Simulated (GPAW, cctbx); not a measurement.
## Na2ZnPdF6: what bonding does to one electron reflection, worked out

Na2ZnPdF6, Fm-3m (no. 225), a = 8.3080 Å, b = 8.3080 Å, c = 8.3080 Å, α = 90.00°, β = 90.00°, γ = 90.00°.

| atom | mult. | x | y | z |
| --- | --- | --- | --- | --- |
| Pd1 | 4 | 0 | 0 | 0 |
| Zn1 | 4 | 1/2 | 0 | 0 |
| Na1 | 8 | 1/4 | 3/4 | 3/4 |
| F1 | 24 | 0 | 0 | 0.7412 |

The cell comes from substitution in a known structure type and wasn't matched to any measured phase.

A DFT run (GPAW, PBE, 550 eV, 4×4×4 k-points, Fermi–Dirac width 0.05 eV) gives the static X-ray structure factor of 222 as 15.994 e for the conventional cell; superposed free atoms give 21.402 e. **Problem.** Find the Fourier component V of the crystal potential and the two-beam extinction distance at 200 kV in both cases.

### 1. Geometry

The cell volume is Ω = 573.44 Å³ and d(222) = 2.3983 Å, so g = 1/d = 0.4170 Å⁻¹.

### 2. The nuclei

Electrons feel nuclei as well as electrons, so the nuclear charges are summed with the same phases.

Phase sums Σ exp(2πi h·x), turned so that the total is real and positive: Pd +4.000, Zn +4.000, Na -8.000, F -23.855. Then F_Z = 46 × (+4.000) + 30 × (+4.000) + 11 × (-8.000) + 9 × (-23.855) = 1.31 e. The electron term has the same sign for this reflection.

### 3. Mott–Bethe

Poisson's equation, term by term, gives V = (e/4πε₀)(F_Z − F)/(πΩg²), with e/4πε₀ = 14.3996 V Å.

The prefactor is 14.3996 × 2.3983²/(π × 573.44) = 0.04598 V per electron. Free atoms: (1.31 − 21.402) × 0.04598 = -0.924 V. Crystal: (1.31 − 15.994) × 0.04598 = -0.675 V. F changes by -25.27 % and V by -26.9 %: the same 5.41 e is measured against F_Z − F = -20.1 e in place of F = 21.4 e.

### 4. Extinction distance

In the two-beam case ξ = 1/(λU) with U = 2γm₀eV/h², that is ξ = 150.41 V Å²/(γλV).

At 200 kV, λ = 0.02508 Å and γ = 1.3914. Free atoms: ξ = 4666 Å. Crystal: ξ = 6383 Å. The thickness fringes go as sin²(πt/ξ), so the two patterns slip by a quarter of a period when t|1/ξ₁ − 1/ξ₀| = 1/4, at t ≈ 433 nm. Thermal motion, absorption and many-beam coupling, left out here, change a real pattern.

### 5. Answer

V(222) is -0.68 V against -0.92 V, and ξ is 6383 against 4666 Å. Limits: static atoms, two beams.
